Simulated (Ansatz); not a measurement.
In doubt: one-shot GW on d or f shells is unsure, so the values of those runs are not to be relied on.

Rows from a G0W0 calculation on CuBiPbS3 (Aikinite) (Ansatz 0.2.0; G0W0 on LDA, plane waves, PAW; 2×4×2 mesh, 229 empty bands, screening to 33 eV), in eV. Spin-orbit coupling is left out.

| row | Σx | Σc | Vxc | Z |
| --- | --- | --- | --- | --- |
| A | -11.24 | -2.75 | -14.90 | 0.77 |
| B | -30.81 | 4.46 | -26.11 | 0.70 |
| C | -10.24 | -2.67 | -13.68 | 0.78 |
| D | -10.61 | -2.58 | -13.99 | 0.78 |
| E | -28.94 | 4.16 | -24.63 | 0.70 |
| F | -28.09 | 3.74 | -24.28 | 0.72 |

Q: Which rows are filled states and which are empty ones, and how can one tell?

Filled: B, E and F. Empty: A, C and D. The sign of Σc tells: for a filled state bare exchange, which holds its interaction with itself, lies below Vxc (Σx − Vxc is -3.8 eV or lower here) and screening gives part back as a positive Σc. For an empty state Σx lies above Vxc (+3.4 eV or more) and the Coulomb hole leaves Σc negative.

[Runs of the session that timed out or met a known fault of the program may be left out.]

[Cells called generated may have been cut or substituted from an entry of the Crystallography Open Database or the Materials Project.]

[Hosts, paths, dates, database ids (printed as entryN), source tags and the programs' standing remarks are cut or masked in the printed files.]
